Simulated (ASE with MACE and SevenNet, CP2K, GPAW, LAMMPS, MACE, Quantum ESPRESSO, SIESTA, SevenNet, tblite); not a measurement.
## Machine-learned potentials runs on amorphous 43Bi2O3-57BaO (mol %) (99 atoms)

Aim: run amorphous 43Bi2O3-57BaO (mol %) (99 atoms) in machine-learned potentials and see how near its forces come to a plane-wave reference, and at what cost.

Main program and level: ASE with MACE and SevenNet; the method is named at each step.

## Step 1: Set-up

The cell holds 99 atoms: 26 Bi, 17 Ba and 56 O. Its edges and angles: a = 11.487 Å, b = 11.487 Å, c = 11.487 Å, α = 90.0°, β = 90.0°, γ = 90.0°. 99 atoms (26 Gd, 17 Ba, 56 O) placed at random at 8.51 g/cm³, melted at 5000 K for 10 ps at fixed volume with the Morse and Coulomb pair potential with partial charges (Pedone, Malavasi, Menziani, Cormack and Segre, J. Phys. Chem. B 110, 11780 (2006)). Quenched from 5000 K to 300 K at 50 K/ps and fixed volume, held 5 ps, then minimised at fixed cell. Then Gd was replaced by Bi and the cell scaled by 1.02 (the potential has no terms for the new elements, so the cell is a start for a DFT relaxation).

The yardstick, on the same geometry:

| Item | Value |
| --- | --- |
| method | Kohn-Sham DFT, PBE, SSSP efficiency 1.3.0 pseudopotentials, plane waves (Quantum ESPRESSO 7.5); sssp-pbe-1.3.0-efficiency, cutoffs 60/480 Ry, Γ point |
| r.m.s. force component | 0.6952 eV/Å |
| longest force | 2.42 eV/Å |
| pressure | 21.23 GPa |
| gap (highest filled to lowest empty level) | 1.235 eV |
| time | 13 min on 4 MPI ranks of Arm Neoverse V1, shared host |
| CPU time | 51 min |

## Step 2: MACE MP-0b2 small potential

Method: machine-learned interatomic potential MACE MP-0b2 small, trained on PBE(+U) plane-wave data.

File run.py:

```python
import numpy as np
from ase.io import read
import mlip  # loads the published weights by name

atoms = read("structure.xyz")
atoms.calc = mlip.calc("mace-mp-0b2-small")
energy = atoms.get_potential_energy()
forces = atoms.get_forces()
print(f"energy {energy:.6f} eV")
print("forces (eV/A)")
for i, (a, f) in enumerate(zip(atoms, forces)):
    print(f"{i:4d} {a.symbol:2s} {f[0]:10.5f} {f[1]:10.5f} {f[2]:10.5f}")
stress = -atoms.get_stress(voigt=False) * 160.21766
print("stress (GPa, compression positive)")
for row in stress:
    print(" ".join(f"{x:10.4f}" for x in row))
```

File structure.xyz:

```xyz
99
Lattice="11.48663 0.00000 0.00000 0.00000 11.48663 0.00000 0.00000 0.00000 11.48663" Properties=species:S:1:pos:R:3 pbc="T T T"
Bi 0.14025 6.94551 6.14420
Bi 8.95153 6.06161 9.76938
Bi 0.77075 9.99314 4.62142
Bi 5.93020 3.51939 8.79474
Bi 3.68020 3.43129 2.87924
Bi 3.54615 8.49207 6.26240
Bi 2.96458 2.36831 9.91939
Bi 8.32091 3.28472 2.63159
Bi 10.04219 8.54387 8.37835
Bi 5.44960 11.47675 8.27037
Bi 8.58591 11.42690 2.13468
Bi 10.18853 2.53177 11.23243
Bi 11.45837 2.91565 4.78074
Bi 8.65093 0.71596 5.12396
Bi 11.15168 9.16243 0.50093
Bi 8.30449 1.86106 7.97321
Bi 2.90646 0.14140 3.20075
Bi 7.66687 7.98516 0.77317
Bi 7.77025 9.41352 6.27480
Bi 5.97489 2.74186 4.83955
Bi 9.44821 8.57925 4.00022
Bi 4.95866 9.74193 11.44803
Bi 3.28460 4.66989 7.17662
Bi 5.91963 7.63114 8.67424
Bi 5.89884 6.10193 2.82893
Bi 2.86993 1.44490 6.32684
Ba 5.60226 1.31361 0.81325
Ba 7.07450 4.09303 11.47411
Ba 11.25575 0.04962 7.45574
Ba 2.39841 10.11283 8.79853
Ba 5.53621 9.64739 3.76095
Ba 8.48265 10.94641 10.33555
Ba 6.30386 6.07413 5.89046
Ba 1.40160 7.10724 9.60443
Ba 10.38908 6.08435 2.42058
Ba 2.80549 8.15861 2.20635
Ba 0.42615 1.47442 2.05358
Ba 2.10711 5.88081 4.05386
Ba 1.30959 4.61751 0.61408
Ba 1.70186 11.31249 11.33443
Ba 0.02573 3.57223 8.45301
Ba 4.09487 6.21565 10.85624
Ba 8.92385 5.05308 6.56162
O 5.78834 8.66827 6.57690
O 10.38196 11.39393 0.63406
O 7.97884 7.22417 8.01261
O 9.46326 8.86102 1.88840
O 8.24993 1.87910 0.76122
O 3.01604 1.78215 1.51095
O 10.32223 3.62920 1.73046
O 1.26387 0.77845 4.79774
O 9.34506 8.11864 10.60388
O 0.92674 2.30743 10.97134
O 5.46867 7.84043 1.33153
O 4.21778 2.51810 7.79023
O 9.87747 2.27114 6.39334
[... 39 atom lines left out ...]
O 5.84853 3.72615 2.37854
O 1.61514 3.39395 6.30903
O 7.11562 1.38288 3.46816
O 2.34948 4.60671 9.34380
```

On the command line:

```
$ OMP_NUM_THREADS=1 python run.py > output.txt
```

The program printed:

```text
energy -543.992121 eV
forces (eV/A)
   0 Bi   -0.18200    0.75275    0.18088
   1 Bi    0.12538   -0.41995    0.31049
   2 Bi   -0.19953   -0.16838    0.14977
   3 Bi   -0.58288    0.10768   -1.57919
   4 Bi    0.28154   -0.08531   -0.28205
   5 Bi   -0.21285   -0.48200   -0.10793
   6 Bi    0.39997    0.25903   -0.41067
   7 Bi    0.37003   -0.12930    1.59532
   8 Bi   -0.02349    0.27533    0.04673
   9 Bi    0.41261   -0.24989   -0.00243
  10 Bi    0.44798    0.02534   -0.77114
  11 Bi   -0.54441    0.49810   -0.30148
  12 Bi    0.45371    1.02286    0.98911
  13 Bi    0.73638    0.13852   -0.46266
  14 Bi   -0.71841   -0.47598    0.70674
  15 Bi   -0.31443    0.18241   -0.03689
  16 Bi    0.58172    0.14693   -0.09348
  17 Bi   -0.17841   -0.98974   -0.24879
  18 Bi   -0.02519    0.50321    1.28799
  19 Bi    0.27597    0.48959    0.78723
  20 Bi   -0.96623    0.53689    0.14603
  21 Bi   -0.81378   -0.74262   -0.46155
  22 Bi   -0.15042    0.36307   -0.47826
  23 Bi    0.44190    0.71686    0.78740
[...]
91 O    -0.58955    0.64208   -0.60245
  92 O     0.74012   -0.71054   -0.64080
  93 O     0.85241   -0.59589   -0.29689
  94 O    -0.97383    0.28162    0.34894
  95 O     0.61128   -0.77427   -0.58007
  96 O    -0.66688    0.29687    0.02636
  97 O     0.37638   -0.87681   -1.09890
  98 O    -0.58347    0.41758    0.52611
stress (GPa, compression positive)
   23.4422    -0.1753    -0.7914
   -0.1753    18.4675     0.4007
   -0.7914     0.4007    23.2718
```

Elapsed: 8.4 s, on 1 thread of Arm Neoverse V1, shared host; peak memory 0.66 GiB.

Banners, paths, timers and routine set-up lines are dropped from the logs unmarked, and long logs keep their key lines alone; longer cuts are marked.

Numbers from this run, and their distance from the reference:

- r.m.s. force component: 0.6336 eV/Å
- r.m.s. difference of force components: 190.6 meV/Å
- longest difference of force vectors: 684.6 meV/Å
- force difference over r.m.s. force: 27.41 %
- slope of forces against the reference's: 0.8777
- correlation of force components: 0.9631
- pressure: 21.73 GPa
- pressure difference: 0.4979 GPa

Length of the force difference by element (eV/Å):

| element | atoms | mean | most |
| --- | --- | --- | --- |
| Ba | 17 | 0.29 | 0.59 |
| Bi | 26 | 0.30 | 0.68 |
| O | 56 | 0.30 | 0.65 |

The surroundings of Ba33, which bears the longest force, nearest first, numbered as they follow in the input and with coordinates relative to it.

| atom | x | y | z | distance (Å) | bonds | Fx | Fy | Fz (eV/Å) |
| --- | --- | --- | --- | --- | --- | --- | --- | --- |
| Ba33 | 0.00 | 0.00 | 0.00 | 0.00 | 8 | -1.64 | 0.28 | -0.96 |
| O68 | -1.11 | -0.59 | 2.27 | 2.60 | 5 | -0.05 | 0.80 | -0.01 |
| O81 | 1.19 | 1.40 | -1.91 | 2.65 | 4 | -0.72 | 0.11 | 0.02 |
| O84 | 1.37 | -1.68 | -1.53 | 2.66 | 4 | -0.32 | 0.54 | 1.27 |
| O59 | -1.89 | 1.13 | -1.59 | 2.71 | 6 | -0.04 | 0.56 | 0.54 |
| O44 | -0.52 | 2.59 | 0.69 | 2.73 | 5 | -1.13 | -0.27 | -0.17 |
| O62 | -1.97 | -1.75 | -0.86 | 2.77 | 5 | -0.12 | 0.62 | 0.30 |
| Ba43 | 2.62 | -1.02 | 0.67 | 2.89 | 8 | 1.07 | -0.85 | -0.54 |
| O46 | 1.67 | 1.15 | 2.12 | 2.94 | 5 | 0.63 | 0.30 | -1.18 |

Atoms are counted from 1 here, from 0 in the log.

Forces lie 27 % from the reference's, at 0.0027 times its CPU time (on 1 against 4 cores).

## Step 3: MACE MP-0b3 medium potential

Method: machine-learned interatomic potential MACE MP-0b3 medium, trained on PBE(+U) plane-wave data.

run.py, as its differences from that of step 2:

```diff
@@ -5,3 +5,3 @@
 atoms = read("structure.xyz")
-atoms.calc = mlip.calc("mace-mp-0b2-small")
+atoms.calc = mlip.calc("mace-mp-0b3-medium")
 energy = atoms.get_potential_energy()
```

structure.xyz is that of step 2.

The program printed:

```text
energy -543.800101 eV
forces (eV/A)
   0 Bi   -0.27695    1.07216    0.45898
   1 Bi   -0.01031   -0.18011    0.22991
   2 Bi   -0.42036   -0.38146    0.16909
   3 Bi   -0.88895    0.21620   -1.36493
   4 Bi    0.12153   -0.25381   -0.18711
   5 Bi   -0.23653   -0.23876   -0.05053
   6 Bi    0.42581    0.42340   -0.38614
   7 Bi    0.27632   -0.38258    1.16424
   8 Bi   -0.04877    0.43031    0.08176
   9 Bi    0.49095   -0.24301   -0.04232
  10 Bi    0.62749   -0.00833   -0.77710
  11 Bi   -0.63200    0.55507   -0.42214
  12 Bi    0.55246    0.88120    0.88741
  13 Bi    0.74853   -0.23090   -0.42234
  14 Bi   -0.70506   -0.81003    0.50737
  15 Bi   -0.10425   -0.04570   -0.15866
  16 Bi    0.65612    0.49591    0.02391
  17 Bi   -0.11307   -0.99327   -0.48482
  18 Bi    0.26429    0.74369    1.00324
  19 Bi   -0.04902    0.40767    0.62872
  20 Bi   -0.86994    0.69756    0.35087
  21 Bi   -0.82693   -0.69640   -0.57436
  22 Bi   -0.06546    0.23523   -0.30380
  23 Bi    0.60343    0.71582    0.64535
[...]
91 O    -0.46281    0.62427   -0.62679
  92 O     0.63510   -0.72407   -0.68805
  93 O     0.95271   -0.68126   -0.34092
  94 O    -1.38907    0.51718    0.35777
  95 O     0.60960   -0.68892   -0.75159
  96 O    -0.80792    0.18129    0.03717
  97 O     0.49607   -0.86327   -1.13383
  98 O    -0.53497    0.33675    0.45577
stress (GPa, compression positive)
   22.4706    -0.1968    -0.6643
   -0.1968    17.3602     0.4712
   -0.6643     0.4712    21.8359
```

Elapsed: 11 s, on 1 thread; peak memory 1.1 GiB.

Against the reference:

```yaml
r_m_s_force_component: 0.6361 eV/Å
r_m_s_difference_of_force_components: 168.2 meV/Å
longest_difference_of_force_vectors: 717.2 meV/Å
force_difference_over_r_m_s_force: 24.19 %
slope_of_forces_against_the_reference_s: 0.8893
correlation_of_force_components: 0.972
pressure: 20.56 GPa
pressure_difference: -0.6737 GPa
```

Against the first run (27 %), the force difference from the reference is 24 %, at 1.3 times the CPU time.

## Step 4: SevenNet 0 potential

Method: machine-learned interatomic potential SevenNet 0, trained on PBE(+U) plane-wave data.

run.py, as its differences from that of step 3:

```diff
@@ -5,3 +5,3 @@
 atoms = read("structure.xyz")
-atoms.calc = mlip.calc("mace-mp-0b3-medium")
+atoms.calc = mlip.calc("7net-0")
 energy = atoms.get_potential_energy()
```

structure.xyz is that of step 3.

The program printed:

```text
energy -544.588989 eV
forces (eV/A)
   0 Bi   -0.11391    0.52558    0.12342
   1 Bi   -0.12244   -0.53576    0.06060
   2 Bi   -0.80383   -0.12938   -0.12521
   3 Bi   -0.38646    0.55724   -0.80004
   4 Bi    0.10413   -0.16390   -0.39332
   5 Bi   -0.00627   -0.33660    0.09868
   6 Bi    0.21241    0.12449   -0.05696
   7 Bi    0.10003   -0.47691    0.70381
   8 Bi    0.24863    0.37177    0.47260
   9 Bi    0.46402   -0.43617    0.04734
  10 Bi    0.52419    0.01847   -1.18919
  11 Bi   -0.21525    0.58905   -0.22344
  12 Bi    0.58819    0.89087    0.58935
  13 Bi    0.63797   -0.02869   -0.00300
  14 Bi   -0.26751   -0.13714    0.45885
  15 Bi   -0.06277    0.09416   -0.22194
  16 Bi    0.21612    0.90657   -0.23821
  17 Bi   -0.11792   -1.22584   -0.55808
  18 Bi    0.17083    1.05556    1.25717
  19 Bi    0.34885    0.39797    0.32063
  20 Bi   -0.86212    0.54106   -0.08866
  21 Bi   -0.65252   -0.60063   -0.68473
  22 Bi   -0.12055    0.39609   -0.41241
  23 Bi    0.39259    0.41506    0.63651
[...]
91 O    -0.16532    0.69372   -0.55245
  92 O     1.04088   -0.36733   -0.71741
  93 O     0.92658   -0.61967   -0.31536
  94 O    -1.72673    0.52933    0.40669
  95 O     0.70884   -0.62569   -0.72585
  96 O    -0.95691    0.40173    0.10243
  97 O     0.42550   -0.91134   -1.24453
  98 O    -0.47267    0.19332    0.23901
stress (GPa, compression positive)
   21.8140    -0.4695    -0.8151
   -0.4695    16.2841     0.4087
   -0.8151     0.4087    20.8776
```

Elapsed: 9.8 s, on 1 thread; peak memory 0.93 GiB.

Numbers from this run, and their distance from the reference:

```
r.m.s. force component                  : 0.6599 eV/Å
r.m.s. difference of force components   : 188.1 meV/Å
longest difference of force vectors     : 700.5 meV/Å
force difference over r.m.s. force      : 27.05 %
slope of forces against the reference's : 0.9139
correlation of force components         : 0.9628
pressure                                : 19.66 GPa
pressure difference                     : -1.571 GPa
```

Against the first run (27 %), the force difference from the reference is 27 %, at 1.2 times the CPU time.

## Step 5: Side by side

Differences are against the plane-wave reference, forces as r.m.s. over components; share is that over the reference's r.m.s. force, slope the least-squares factor from reference forces to these. Total energies of different programs have different zeros and aren't compared.

| run | Δ force, r.m.s. (meV/Å) | share (%) | slope | Δ pressure (GPa) | cores | CPU time | memory (GiB) |
| --- | --- | --- | --- | --- | --- | --- | --- |
| reference | - | - | - | - | 4 | 51 min | 5.3 |
| MACE MP-0b2 small potential | 191 | 27.4 | 0.878 | 0.498 | 1 | 8.3 s | 0.66 |
| MACE MP-0b3 medium potential | 168 | 24.2 | 0.889 | -0.674 | 1 | 11 s | 1.1 |
| SevenNet 0 potential | 188 | 27.1 | 0.914 | -1.57 | 1 | 9.8 s | 0.93 |

Times of the machine-learned potentials are mostly Python's start and the loading of weights.

CPU time is summed over cores on a shared host, where runs went side by side, so it is rough. Symmetry, cutoffs, thresholds, outputs and thread counts weren't matched or tuned between programs; memory under MPI is the largest rank's times the ranks.

## Step 6: Results

| Quantity | Value |
| --- | --- |
| nearest in forces | MACE MP-0b3 medium potential, 24 % |
| its CPU time | 11 s |

What this shows: Machine-learned potentials differ by 24 % (MACE MP-0b3 medium potential) to 27 % (MACE MP-0b2 small potential); they were trained on other programs' data. The reference's pressure holds the uncorrected Pulay stress of its 60 Ry basis, so small pressure differences, and their order, may be the reference's own error. Machine-learned potentials mimic data converged in k, so the reference's own k-point error enters their differences. The quench rate of 50 K/ps is many orders above laboratory rates, so the cell is likely richer in defects and strain than a real sample. The network of bonds at the start is that of the classical potential that made the cell, and needn't be the one that DFT or experiment would give. The reference's stress is far from hydrostatic: its diagonal is 23.5, 17.7, 22.5 GPa, compression counted positive. The reference's pressure of 21 GPa belongs to a cell and atoms that aren't relaxed at this level. The electronic-structure runs sample only Γ, in a cell whose shortest periodic width is 11 Å. Spin–orbit coupling is left out, which matters for the levels of the heavy elements.

[Also dropped from logs without a mark: logging warnings of Python, and SIESTA's first energy breakdown and zero terms.]

[Logs are printed without paths, hosts, clocks, repeated set-up lines and the standing remarks that a program may print on its own settings, such as how far it seeks lower states.]

[Hosts, paths, dates, database ids (printed as entryN), source tags and the programs' standing remarks are cut or masked in the printed files.]
